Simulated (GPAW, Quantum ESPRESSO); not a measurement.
Two runs for the Ti K edge of atom 1 in Ti (Titanium, Im-3m). Run A: Quantum ESPRESSO XSpectra, LDA, excited-electron core hole (neutral cell), 8-atom cell with 5.7 Å between holes, 5×5×5 k points, dipole transitions, Lorentzian half width 0.4 eV. Run B differs in one choice.

Energy from the energy zero of the input (xe0, at the border of filled and empty states); intensity scaled to a mean of 1 over the first 20 eV:

| E (eV) | A | B |
| --- | --- | --- |
| -2.0 | 0.05 | 0.06 |
| -1.5 | 0.07 | 0.08 |
| -1.0 | 0.11 | 0.13 |
| -0.5 | 0.22 | 0.26 |
| 0.0 | 0.53 | 0.54 |
| 0.5 | 0.71 | 0.70 |
| 1.0 | 0.41 | 0.45 |
| 1.5 | 0.31 | 0.35 |
| 2.0 | 0.34 | 0.36 |
| 2.5 | 0.30 | 0.33 |
| 3.0 | 0.32 | 0.35 |
| 3.5 | 0.35 | 0.38 |
| 4.0 | 0.37 | 0.41 |
| 4.5 | 0.46 | 0.51 |
| 5.0 | 0.63 | 0.62 |
| 5.5 | 0.59 | 0.64 |
| 6.0 | 0.64 | 0.67 |
| 6.5 | 0.64 | 0.67 |
| 7.0 | 0.50 | 0.66 |
| 7.5 | 0.49 | 0.72 |
| 8.0 | 0.69 | 0.82 |
| 8.5 | 0.83 | 0.94 |
| 9.0 | 1.11 | 1.05 |
| 9.5 | 1.13 | 1.13 |
| 10.0 | 1.20 | 1.21 |
| 10.5 | 1.31 | 1.28 |
| 11.0 | 1.53 | 1.33 |
| 11.5 | 1.50 | 1.37 |
| 12.0 | 1.25 | 1.40 |
| 12.5 | 1.57 | 1.42 |
| 13.0 | 1.70 | 1.44 |
| 13.5 | 1.53 | 1.45 |
| 14.0 | 1.42 | 1.47 |
| 14.5 | 1.29 | 1.48 |
| 15.0 | 1.82 | 1.48 |
| 15.5 | 2.25 | 1.47 |
| 16.0 | 1.73 | 1.45 |
| 16.5 | 1.80 | 1.41 |
| 17.0 | 1.39 | 1.37 |
| 17.5 | 1.07 | 1.32 |
| 18.0 | 1.14 | 1.29 |
| 18.5 | 1.16 | 1.26 |
| 19.0 | 0.85 | 1.24 |
| 19.5 | 0.88 | 1.23 |
| 20.0 | 0.98 | 1.23 |
| 20.5 | 1.06 | 1.24 |
| 21.0 | 1.08 | 1.24 |
| 21.5 | 1.16 | 1.25 |
| 22.0 | 1.53 | 1.26 |
| 22.5 | 1.35 | 1.26 |
| 23.0 | 1.41 | 1.27 |
| 23.5 | 1.56 | 1.27 |
| 24.0 | 1.45 | 1.26 |
| 24.5 | 1.25 | 1.26 |
| 25.0 | 1.21 | 1.26 |
| 25.5 | 1.06 | 1.26 |
| 26.0 | 1.03 | 1.26 |
| 26.5 | 1.03 | 1.27 |
| 27.0 | 1.05 | 1.28 |
| 27.5 | 1.03 | 1.29 |
| 28.0 | 1.37 | 1.30 |
| 28.5 | 1.53 | 1.31 |
| 29.0 | 1.81 | 1.32 |
| 29.5 | 1.29 | 1.33 |
| 30.0 | 1.20 | 1.34 |
| 30.5 | 1.30 | 1.34 |
| 31.0 | 1.59 | 1.35 |
| 31.5 | 1.73 | 1.35 |
| 32.0 | 1.46 | 1.36 |

This is not the structure that Ti takes at ambient pressure and room temperature (hexagonal, No. 194); it is a model or a phase of other conditions.

**Question.** What was changed?
a) the k mesh of the field
b) the broadening
c) the radius of the reconstruction
d) the size of the supercell

(b): run B changes the broadening from Lorentzian half width 0.4 eV to Lorentzian half width 0.47 eV up to 4 eV, rising linearly to 4 eV at 25 eV. The scaled spectrum changes by 18 % r.m.s. The highest intensity below 24 eV goes from 15.4 eV (2.30) to 15.0 eV (1.48). Other settings could leave a like mark; this is the one that was changed.

[Hosts, paths, dates, database ids (printed as entryN), source tags and the programs' standing remarks are cut or masked in the printed files.]

[Lists of maxima count a maximum above −3 eV only where it reaches 4 % of the highest in the window and stands out from its surroundings by 2 % of it (1.5 % where it reaches 55 %); shoulders and weaker maxima are passed over, and of the rest the first, up to two pre-edge ones and the few strongest are named.]
